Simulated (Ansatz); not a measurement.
# Current against voltage: S, between Pt atomic chains, part 2 of 2

Is the junction ohmic, and where does the voltage drop?

Ansatz 0.2.0; DFT PBE, plane waves, PAW; relaxation of a junction, electrodes held but for their tips (the session's first sound run).

So far. Step 2 (Relaxing the junction): The largest force component on a free atom ends at 0.019 eV/Å, under the limit of 0.07. The apex atoms end 4.25 Å apart, and their nearest bridge atoms lie at 2.13 Å (Pt–S) and 2.13 Å (Pt–S).

## Step 3: The sweep under bias

This step: DFT PBE, plane waves, PAW; current against voltage, self-consistent under bias (Ansatz 0.2.0).

Vacuum beyond both ends lets the two leads hold different Fermi levels, and the density is solved anew at each bias. Each lead has 17 atoms, since a wire screens slowly.

File input.yaml:

```yaml
crystal:
  lattice:
    - [6.0, 0.0, 0.0]
    - [0.0, 6.0, 0.0]
    - [0.0, 0.0, 94.7872]
  atoms:
    - { symbol: Pt, position: [0.5, 0.5, -2.0e-10], spin: 0.6 }
    - { symbol: Pt, position: [0.5, 0.5, 0.0251088753], spin: 0.6 }
    - { symbol: Pt, position: [0.5, 0.5, 0.0502177508], spin: 0.6 }
    - { symbol: Pt, position: [0.5, 0.5, 0.0753266263], spin: 0.6 }
    - { symbol: Pt, position: [0.5, 0.5, 0.1004355018], spin: 0.6 }
    - { symbol: Pt, position: [0.5, 0.5, 0.1255443773], spin: 0.6 }
    - { symbol: Pt, position: [0.5, 0.5, 0.1506532528], spin: 0.6 }
    - { symbol: Pt, position: [0.5, 0.5, 0.1757621283], spin: 0.6 }
    - { symbol: Pt, position: [0.5, 0.5, 0.2008710038], spin: 0.6 }
    - { symbol: Pt, position: [0.5, 0.5, 0.2259798793], spin: 0.6 }
    - { symbol: Pt, position: [0.5, 0.5, 0.2510887548], spin: 0.6 }
    - { symbol: Pt, position: [0.5, 0.5, 0.2761976298], spin: 0.6 }
    - { symbol: Pt, position: [0.5, 0.5, 0.3013065058], spin: 0.6 }
    - { symbol: Pt, position: [0.5, 0.5, 0.3264153808], spin: 0.6 }
    - { symbol: Pt, position: [0.5, 0.5, 0.3515242563], spin: 0.6 }
    - { symbol: Pt, position: [0.5, 0.5, 0.37762311] }
    - { symbol: Pt, position: [0.5, 0.5, 0.4037095646] }
    - { symbol: S, position: [0.5, 0.5, 0.4261503663] }
    - { symbol: Pt, position: [0.5, 0.5, 0.448591168] }
    - { symbol: Pt, position: [0.5, 0.5, 0.4746776226] }
    - { symbol: Pt, position: [0.5, 0.5, 0.5007764763], spin: 0.6 }
    - { symbol: Pt, position: [0.5, 0.5, 0.5258853518], spin: 0.6 }
    - { symbol: Pt, position: [0.5, 0.5, 0.5509942268], spin: 0.6 }
    - { symbol: Pt, position: [0.5, 0.5, 0.5761031028], spin: 0.6 }
    - { symbol: Pt, position: [0.5, 0.5, 0.6012119778], spin: 0.6 }
    - { symbol: Pt, position: [0.5, 0.5, 0.6263208533], spin: 0.6 }
    - { symbol: Pt, position: [0.5, 0.5, 0.6514297288], spin: 0.6 }
    - { symbol: Pt, position: [0.5, 0.5, 0.6765386043], spin: 0.6 }
    - { symbol: Pt, position: [0.5, 0.5, 0.7016474798], spin: 0.6 }
    - { symbol: Pt, position: [0.5, 0.5, 0.7267563553], spin: 0.6 }
    - { symbol: Pt, position: [0.5, 0.5, 0.7518652308], spin: 0.6 }
    - { symbol: Pt, position: [0.5, 0.5, 0.7769741063], spin: 0.6 }
    - { symbol: Pt, position: [0.5, 0.5, 0.8020829818], spin: 0.6 }
    - { symbol: Pt, position: [0.5, 0.5, 0.8271918573], spin: 0.6 }
    - { symbol: Pt, position: [0.5, 0.5, 0.8523007328], spin: 0.6 }
magnetization:
  spin_polarized: true
kpoints:
  mp_grid: { grid: [1, 1, 1] }
scf:
  occupations: { method: fermi_dirac, width: 0.1 }
hamiltonian:
  xc: pbe
output:
  current_voltage:
    leads: [[10, 11], [23, 24]]
    bias: [0.3, 0.6, 1.0, 1.5]
    electrode_ends: [16, 18]
    kmesh: [1, 1]
  write_potential: true
  write_density: true
  volumetric_format: npy
basis:
  ecutwfc: "340 eV"
```

Started as:

```bash
ansatz run input.yaml --threads 4 --pin off --max-ram 16384MiB --backend cpu --events-out ev --progress --plain --runs-dir out
```

Numbers of over 12 decimals in the logs are rounded to 6 here.

The program printed:

```text
[...]
Crystal: 35 atoms, lattice volume = 3412.339 Å³
Basis set: ecut = 340 eV, 48329 PW (Γ)
Bands: 382, of which v1, the nominal top of the filled ones, is band 309 counted from 1 (308 counted from 0)
Symmetry: 16 space group operations
[...]
k-points: 1
[...]
Starting moments: Σ|m| = 18 μB on 30 of 35 sites
[...]
SCF iter   1: F=—  HF=-426596.868436 eV  |F-HF|=—  |Δ(HF+E_count)|=         —  Δρ=2.14e-2 (↑2.14e-2 ↓1.58e-2)  dr2=8.24e1  dr2_m=1.87e0  M=5.213 μB ∫|m|=5.387 μB  β_m=0.30  ethr=3.10e-3  ⟨swp⟩=6.0  Hψ=2962  notcnv=0  defer=4
[...]
SCF iter  64: F=-426598.790725 eV  HF=-426598.790725 eV  |F-HF|=2.36e-8  |Δ(HF+E_count)|=    0.00e0  Δρ=1.80e-7 (↑1.80e-7 ↓1.45e-7)  dr2=2.46e-8  dr2_m=4.42e-10  M=0.245 μB ∫|m|=0.453 μB  ethr=3.96e-12  ⟨swp⟩=1.0  Hψ=2174  notcnv=0
SCF 1 converged in 64 iterations: F = -426598.790725 eV  dr2 = 2.46e-8
[...]
bias +0 V, iteration  1: dr2 3.19e1 eV, mean Fermi level -1.6791 eV
bias +0 V, iteration  2: dr2 8.94e0 eV, mean Fermi level -1.6858 eV
bias +0 V, iteration  3: dr2 4.41e-1 eV, mean Fermi level -1.6918 eV
bias +0 V, iteration  4: dr2 2.70e-2 eV, mean Fermi level -1.6941 eV
bias +0 V, iteration  5: dr2 2.00e-1 eV, mean Fermi level -1.6868 eV
bias +0 V, iteration  6: dr2 9.52e-3 eV, mean Fermi level -1.6881 eV
bias +0 V, iteration  7: dr2 8.65e-4 eV, mean Fermi level -1.6889 eV
bias +0 V, iteration  8: dr2 2.32e-3 eV, mean Fermi level -1.6898 eV
bias +0 V, iteration  9: dr2 1.73e-3 eV, mean Fermi level -1.6904 eV
bias +0 V, iteration 10: dr2 1.74e-4 eV, mean Fermi level -1.6903 eV
bias +0 V, iteration 11: dr2 3.85e-5 eV, mean Fermi level -1.6901 eV
bias +0 V, iteration 12: dr2 1.29e-5 eV, mean Fermi level -1.6899 eV
bias +0 V, iteration 13: dr2 4.74e-6 eV, mean Fermi level -1.6899 eV
bias +0 V, iteration 14: dr2 1.18e-6 eV, mean Fermi level -1.6899 eV
bias +0 V, iteration 15: dr2 7.51e-8 eV, mean Fermi level -1.6899 eV
bias +0.3 V, iteration  1: dr2 2.39e2 eV, mean Fermi level -1.6887 eV
bias +0.3 V, iteration  2: dr2 1.85e1 eV, mean Fermi level -1.6932 eV
bias +0.3 V, iteration  3: dr2 5.00e0 eV, mean Fermi level -1.6914 eV
bias +0.3 V, iteration  4: dr2 4.32e-2 eV, mean Fermi level -1.6914 eV
bias +0.3 V, iteration  5: dr2 5.77e-3 eV, mean Fermi level -1.6910 eV
bias +0.3 V, iteration  6: dr2 1.35e-3 eV, mean Fermi level -1.6907 eV
bias +0.3 V, iteration  7: dr2 2.76e-4 eV, mean Fermi level -1.6907 eV
bias +0.3 V, iteration  8: dr2 7.32e-5 eV, mean Fermi level -1.6907 eV
bias +0.3 V, iteration  9: dr2 1.60e-5 eV, mean Fermi level -1.6907 eV
bias +0.3 V, iteration 10: dr2 5.85e-6 eV, mean Fermi level -1.6907 eV
bias +0.3 V, iteration 11: dr2 1.63e-6 eV, mean Fermi level -1.6907 eV
bias +0.3 V, iteration 12: dr2 3.15e-7 eV, mean Fermi level -1.6907 eV
bias +0.3 V, iteration 13: dr2 6.69e-8 eV, mean Fermi level -1.6907 eV
bias +0.6 V, iteration  1: dr2 1.08e0 eV, mean Fermi level -1.6939 eV
bias +0.6 V, iteration  2: dr2 4.01e-2 eV, mean Fermi level -1.6925 eV
bias +0.6 V, iteration  3: dr2 1.81e-2 eV, mean Fermi level -1.6917 eV
bias +0.6 V, iteration  4: dr2 1.95e-3 eV, mean Fermi level -1.6920 eV
bias +0.6 V, iteration  5: dr2 7.94e-4 eV, mean Fermi level -1.6918 eV
bias +0.6 V, iteration  6: dr2 3.11e-4 eV, mean Fermi level -1.6917 eV
bias +0.6 V, iteration  7: dr2 3.18e-5 eV, mean Fermi level -1.6916 eV
bias +0.6 V, iteration  8: dr2 1.16e-5 eV, mean Fermi level -1.6916 eV
bias +0.6 V, iteration  9: dr2 1.46e-6 eV, mean Fermi level -1.6916 eV
bias +0.6 V, iteration 10: dr2 5.57e-7 eV, mean Fermi level -1.6916 eV
bias +0.6 V, iteration 11: dr2 3.97e-8 eV, mean Fermi level -1.6916 eV
bias +1 V, iteration  1: dr2 4.28e0 eV, mean Fermi level -1.7066 eV
[...]
bias +1.5 V, iteration 57: dr2 2.62e-5 eV, mean Fermi level -1.6899 eV
bias +1.5 V, iteration 58: dr2 1.26e-5 eV, mean Fermi level -1.6899 eV
bias +1.5 V, iteration 59: dr2 8.83e-6 eV, mean Fermi level -1.6899 eV
bias +1.5 V, iteration 60: dr2 5.33e-6 eV, mean Fermi level -1.6899 eV
bias +1.5 V, iteration 61: dr2 1.79e-6 eV, mean Fermi level -1.6899 eV
bias +1.5 V, iteration 62: dr2 2.51e-6 eV, mean Fermi level -1.6899 eV
bias +1.5 V, iteration 63: dr2 1.18e-6 eV, mean Fermi level -1.6899 eV
bias +1.5 V, iteration 64: dr2 4.28e-7 eV, mean Fermi level -1.6899 eV
bias +1.5 V, iteration 65: dr2 1.44e-7 eV, mean Fermi level -1.6899 eV
bias +1.5 V, iteration 66: dr2 4.86e-7 eV, mean Fermi level -1.6899 eV
bias +1.5 V, iteration 67: dr2 3.23e-7 eV, mean Fermi level -1.6899 eV
bias +1.5 V, iteration 68: dr2 7.55e-8 eV, mean Fermi level -1.6899 eV
transmission: 14 of 136 steps passed
transmission: 28 of 136 steps passed
[...]
transmission: 136 of 136 steps passed
WARN: The output density's exchange-correlation potential varies sharply where the density is thin. Do not read a vacuum level from v_tot or v_xc, or from such a field of the output density. On a cell that repeats whose density bears no net charge and no dipole along the vacuum's axis use v_es (v_loc + v_h of the components); under efield.dipole_correction with no amplitude use v_es + v_field, which holds any externa [...]
SCF converged after 64 iterations
Stability not told: the SCF's own minimisation came to no verdict on its close, and a probe of this close did not settle it; the lowest value that the minimisation read is 7.4e-2 (residual 3.1e-1): no lower mode is shown, and none is ruled out
Magnetization: 0.2451 μB (309.1226 up, 308.8774 down)
Absolute magnetization: 0.4533 μB (∫|ρ↑−ρ↓|, with the PAW one-centre terms)
[...]
Per-site moments (μB) at R_I (Å): [(0.058190, 0.981750), (0.042340, 0.981750), (0.00730087, 0.981750), (-0.014765, 0.981750), (-0.010037, 0.981750), (0.00588948, 0.981750), (0.0090255, 0.981750), (0.000770046, 0.981750), (-0.0057435, 0.981750), (-0.00303679, 0.981750), (0.00213764, 0.981750), (0.00235411, 0.981750), (-0.000622397, 0.981750), (-0.00252699, 0.981750), (-0.00143958, 0.981750), (0.000383413, 1.019973), ( [...]
Free energy (F): -426598.790725 eV
[...]
Internal energy: -426596.712476 eV  (E = F + TS)
E sigma→0 (E₀):  -426597.751600 eV
Entropy (-TS):   -2.078249 eV (-59.379 meV/atom)
Fermi energy:    -1.725599 eV
[...]
--- Band table (eV) ---
  k-point 0 ↑: bands = [... 305 lower, -1.8453, -1.8189, -1.8062, -1.8062, -1.7286, -1.6523, -1.6269, -1.5826, ... 69 higher]
  k-point 0 ↓: bands = [... 305 lower, -1.8348, -1.8110, -1.7940, -1.7940, -1.7236, -1.6443, -1.6195, -1.5714, ... 69 higher]
--- Current–voltage curve ---
  leads      : [10, 11] from 94.79 to 128.11 and [23, 24] from 142.25 to 175.57 Å, reservoirs outside 115.99 and 154.37
  electrodes : end at 133.05 and 137.31 Å
  density    : 420 bands, filled at a thermal energy of 2.585e-2 eV; current at 300 K
  bias (V)   current (A)   every other point   every other energy   edges, levels   drop (V)   electrons moved   misfit (meV)   iterations
        +0      0.0000e0                   -             0.0000e0        0.0000e0     +0.000            0.00e0           70.8   15
      +0.3     5.5943e-5                   -            5.5946e-5      6.5527e-12     +0.244           4.12e-3           69.3   13
[...]
+1     1.6654e-4                   -            1.6657e-4       2.5110e-9     +0.724           1.20e-2           47.6   21
[...]
At 0 V the conductance is 1.8881e-4 S, 5.2447e14 S/m².
```

Elapsed: 42 min, on 4 threads of Intel Xeon Platinum 8488C (Sapphire Rapids), shared host; peak memory 9 GiB.

Numbers from this step:

```
conductance at zero bias    : 2.437 G₀
current at the highest bias : 195.3 μA
largest misfit of the leads : 70.81 meV
```

Cell area 36.000 Å^2. Current through one cell against bias:

```csv
bias (V),current (μA),current ampere up (μA),current ampere dn (μA)
0.000,0,0,0
0.300,55.9,28.0,28.0
0.600,107,53.7,53.7
1.000,167,83.3,83.3
1.500,195,95.5,99.8
```

Bias 0 V. Transmission and channels at 0 V against energy, zero at the mean Fermi level:

```csv
energy (eV),"transmission, up","transmission, down",channels left up,channels left dn,channels right up,channels right dn
-0.259,2.46,2.46,4,4,4,4
-0.233,2.47,2.47,4,4,4,4
-0.207,2.47,2.47,4,4,4,4
-0.181,2.47,2.47,4,4,4,4
-0.155,2.47,2.47,4,4,4,4
-0.129,2.47,2.47,4,4,4,4
-0.103,2.46,2.46,4,4,4,4
-0.078,2.45,2.45,4,4,4,4
-0.052,2.45,2.45,4,4,4,4
-0.026,2.44,2.44,4,4,4,4
0.000,2.44,2.44,4,4,4,4
0.026,2.43,2.43,4,4,4,4
0.052,2.43,2.43,4,4,4,4
0.078,2.42,2.42,4,4,4,4
0.103,2.42,2.42,4,4,4,4
0.129,2.42,2.42,4,4,4,4
0.155,2.41,2.41,4,4,4,4
0.181,2.39,2.39,4,4,4,4
0.207,2.37,2.37,4,4,4,4
0.233,2.35,2.35,4,4,4,4
0.259,2.32,2.32,4,4,4,4
```

Bias 0.6 V. Transmission and channels at 0.6 V against energy, zero at the mean Fermi level:

```csv
energy (eV),"transmission, up","transmission, down",channels left up,channels left dn,channels right up,channels right dn
-0.569,2.46,2.46,6,6,4,4
-0.517,2.46,2.46,6,6,4,4
-0.465,2.46,2.46,6,6,4,4
-0.439,2.46,2.46,6,6,4,4
-0.388,2.45,2.45,6,6,4,4
-0.336,2.44,2.44,6,6,4,4
-0.284,2.42,2.42,6,6,4,4
-0.259,2.41,2.41,6,6,4,4
-0.207,2.40,2.40,6,6,4,4
-0.155,2.39,2.39,4,4,4,4
-0.103,2.38,2.38,4,4,4,4
-0.078,2.37,2.37,4,4,4,4
-0.026,2.35,2.35,4,4,4,4
0.000,2.33,2.33,4,4,4,4
0.026,2.31,2.31,4,4,4,4
0.078,2.26,2.26,4,4,4,4
0.103,2.14,2.14,4,4,4,4
0.129,2.35,2.35,4,4,3,3
0.155,2.26,2.26,4,4,3,3
0.207,2.19,2.19,4,4,3,3
0.259,2.17,2.17,4,4,3,3
0.284,2.17,2.17,4,4,3,3
0.336,2.19,2.19,4,4,3,3
0.388,2.20,2.20,4,4,3,3
0.439,2.16,2.16,4,4,3,3
0.465,2.13,2.13,4,4,3,3
0.517,2.07,2.07,4,4,3,3
0.569,2.00,2.00,3,3,3,3
```

Bias 1.5 V. The transmission and channels at 1.5 V by energy, zero at the mean Fermi level:

```csv
energy (eV),"transmission, up","transmission, down",channels left up,channels left dn,channels right up,channels right dn
-1.008,2.66,2.73,4,4,6,6
-0.905,2.62,2.70,5,5,6,5
-0.801,2.55,2.63,6,6,4,4
-0.698,2.42,2.54,6,6,4,4
-0.595,2.28,2.46,6,6,4,4
-0.491,2.16,2.41,6,6,4,4
-0.388,2.06,2.40,6,6,4,4
-0.310,1.98,2.33,6,6,4,4
-0.207,1.87,2.12,6,6,4,4
-0.129,1.79,2.01,6,6,4,3
-0.103,1.77,1.93,6,6,4,3
0.000,1.68,1.74,6,6,3,3
0.103,1.63,1.62,6,6,3,3
0.129,1.63,1.60,6,6,3,3
0.155,1.62,1.57,5,6,3,3
0.207,1.62,1.54,4,4,3,3
0.310,1.61,1.48,4,4,3,3
0.388,1.56,1.44,4,4,3,3
0.491,0.608,0.616,4,4,1,1
0.595,0.585,0.600,4,4,1,1
0.698,0.608,0.587,4,4,1,1
0.801,0.586,0.574,4,4,1,1
0.905,0.563,0.556,3,4,1,1
1.008,0.546,0.532,3,3,1,1
```

The Hartree potential energy less that at 0 V, planar mean (0.3 V) oscillates, so the rows of the table below give means over windows of 5 Å about each position, cut where the curve ends. Its maxima inside the range that stand out by 2 % of the span (Å: eV): 97.1: 0.146, 109.1: 0.101, 111.6: 0.114, 113.7: 0.141, 116.1: 0.140, 123.3: 0.0710, 130.6: 0.0949, 144.9: -0.0450, 148.7: -0.0702, 152.5: -0.0963, 155.9: -0.0986, 158.4: -0.0872, 160.4: -0.0852. Its minima: 107.8: 0.0937, 110.0: 0.0926, 112.3: 0.107, 115.1: 0.117, 122.6: 0.0621, 125.4: 0.0385, 139.8: -0.0848, 147.0: -0.0838, 151.8: -0.106, 154.3: -0.142, 156.6: -0.108, 159.1: -0.0952, 173.3: -0.147.

Table of Hartree potential energy less that at 0 V, planar mean by z; means over each step:

```csv
z (Å),0.3 V (eV),0.6 V (eV),1 V (eV),1.5 V (eV)
90,0.0560,0.113,0.186,0.291
95,0.138,0.277,0.459,0.699
100,0.139,0.280,0.469,0.722
105,0.112,0.231,0.398,0.635
110,0.100,0.213,0.365,0.560
115,0.124,0.240,0.384,0.560
120,0.0752,0.156,0.299,0.490
125,0.0532,0.122,0.253,0.435
130,0.0693,0.148,0.265,0.410
135,0.00296,0.00203,0.00764,0.0692
140,-0.0636,-0.130,-0.245,-0.451
145,-0.0571,-0.132,-0.254,-0.457
150,-0.0855,-0.177,-0.298,-0.483
155,-0.112,-0.210,-0.338,-0.531
160,-0.0904,-0.200,-0.364,-0.580
165,-0.117,-0.244,-0.423,-0.649
170,-0.140,-0.281,-0.476,-0.712
175,-0.141,-0.282,-0.473,-0.701
180,-0.0598,-0.119,-0.200,-0.287
```

The electron density less that at 0 V, planar mean (0.3 V) oscillates, so the rows of the table below give means over windows of 5 Å about each position, cut where the curve ends. Its first 14 maxima inside the range that stand out by 2 % of the span (Å: e/Å³): 93.8: 6.5e-5, 97.1: 5.3e-5, 99.6: 1.6e-4, 102.0: 2.5e-4, 103.0: -2.9e-6, 104.3: 5.1e-4, 105.3: -2.0e-5, 106.8: 3.6e-4, 107.8: -4.3e-5, 109.1: 5.7e-4, 111.3: 4.1e-4, 113.7: 9.3e-4, 116.1: 6.8e-4, 118.5: 3.5e-4. Its first 14 minima: 96.8: -9.2e-6, 98.9: -3.0e-5, 101.5: -1.1e-4, 102.4: -9.7e-5, 103.7: -1.3e-4, 104.7: -1.9e-4, 106.2: -1.7e-4, 107.2: -2.8e-4, 108.5: -1.1e-4, 109.5: -3.2e-4, 111.9: -3.7e-4, 114.7: -2.9e-4, 118.2: -4.4e-4, 118.9: -7.5e-5.

Table of electron density less that at 0 V, planar mean by z; means over each step:

```csv
z (Å),0.3 V (e/Å³),0.6 V (e/Å³),1 V (e/Å³),1.5 V (e/Å³)
90,1.1e-6,2.3e-6,4.3e-6,7.3e-6
95,2.6e-5,5.2e-5,8.5e-5,1.2e-4
100,7.7e-6,1.4e-5,2.3e-5,3.4e-5
105,-6.4e-6,-9.6e-6,-7.7e-6,7.3e-6
110,-2.1e-5,-3.2e-5,-3.9e-5,-4.9e-5
115,5.0e-5,7.5e-5,6.9e-5,4.1e-5
120,-4.1e-5,-6.7e-5,-8.0e-5,-7.9e-5
125,-1.3e-5,-3.0e-5,-5.4e-5,-4.5e-5
130,1.4e-5,4.4e-5,1.1e-4,1.5e-4
135,5.3e-7,-7.9e-6,-3.2e-5,-9.2e-5
140,-5.7e-6,-8.9e-6,-9.9e-6,2.2e-5
145,-1.0e-5,-3.0e-5,-5.8e-5,-3.8e-5
150,2.5e-5,4.7e-5,8.2e-5,9.6e-5
155,-1.9e-5,-3.5e-6,5.1e-5,9.2e-5
160,2.8e-5,2.9e-5,1.1e-5,3.8e-6
165,-2.4e-6,-3.2e-6,-4.8e-6,2.8e-6
170,-3.5e-6,-6.4e-6,-1.3e-5,-2.0e-5
175,-2.6e-5,-5.3e-5,-8.7e-5,-1.3e-4
180,-2.0e-6,-3.9e-6,-6.4e-6,-8.0e-6
```

By hand: at 1.5 V the window reaches from -0.75 to 0.75 eV, and the mean transmission a spin over it is 1.67. With sharp Fermi edges I = G0 × V × T̄ = 77.48 μS × 1.5 V × 1.67 = 194 μA, against 195 μA from the program at 300 K.

The zero-bias conductance is 2.44 G₀; current over voltage goes 2.41 at +0.3 V, 2.31 at +0.6 V, 2.15 at +1 V and 1.68 at +1.5 V in the same unit. The leads' misfit reaches 71 meV.

## Step 4: Current against voltage

This step: DFT PBE, plane waves, PAW; current against voltage, self-consistent under bias; changed: output.current_voltage.de = 0.1, scf.max_iter = 50 (Ansatz 0.2.0).

The input of the bias sweep is made doubtful on purpose.

Changes to input.yaml since step 3:

```diff
@@ -47,2 +47,3 @@
   occupations: { method: fermi_dirac, width: 0.1 }
+  max_iter: 50
 hamiltonian:
@@ -55,2 +56,3 @@
     kmesh: [1, 1]
+    de: 0.1
   write_potential: true
```

The program printed:

```text
Error: inconsistent input (output.current_voltage.de, output.current_voltage.temperature): de is over the widest step at this temperature, 0.0387 eV: lower de, or raise temperature
```

Elapsed: 0.05 s, on 4 threads; peak memory 0.097 GiB.

The program refused the input before any cycle.

The program's message: “Error: inconsistent input (output.current_voltage.de, output.current_voltage.temperature): de is over the widest step at this temperature, 0.0387 eV: lower de, or raise temperature”

The change that led to it: output.current_voltage.de = 0.1.

## Step 5: What came out

```json
{
 "conductance at zero bias": "2.44 G₀",
 "current at +0.3 V": "55.9 μA",
 "current at +0.6 V": "107 μA",
 "current at +1 V": "167 μA",
 "current at +1.5 V": "195 μA"
}
```

What this shows: The junction conducts 2.44 G₀ at zero bias and carries 195 μA at 1.50 V. At 1.50 V the current is 0.69 times what the zero-bias conductance would give; over all biases of the sweep that ratio lies between 0.69 and 0.99. Of the 1.50 V, 1.09 V drops at the junction and the rest at the reservoirs. The leads' misfit reaches 71 meV, above the few hundredths of an eV that the manual allows, so the currents are rough. A wire screens slowly, so the current depends on the leads' length and the box width; neither was converged here. Transport is coherent and elastic here: the atoms are frozen, so scattering by vibrations plays no part. Spin-orbit coupling is left out, which matters for the bands of heavy atoms. No search over magnetic orders was made; another may lie lower. A cutoff under the files' recommended one was taken to save time; its effect on T(E) was not tested here.

[Logs are printed without paths, hosts, clocks, repeated set-up lines and the standing remarks that a program may print on its own settings, such as how far it seeks lower states.]

[Hosts, paths, dates, database ids (printed as entryN), source tags and the programs' standing remarks are cut or masked in the printed files.]
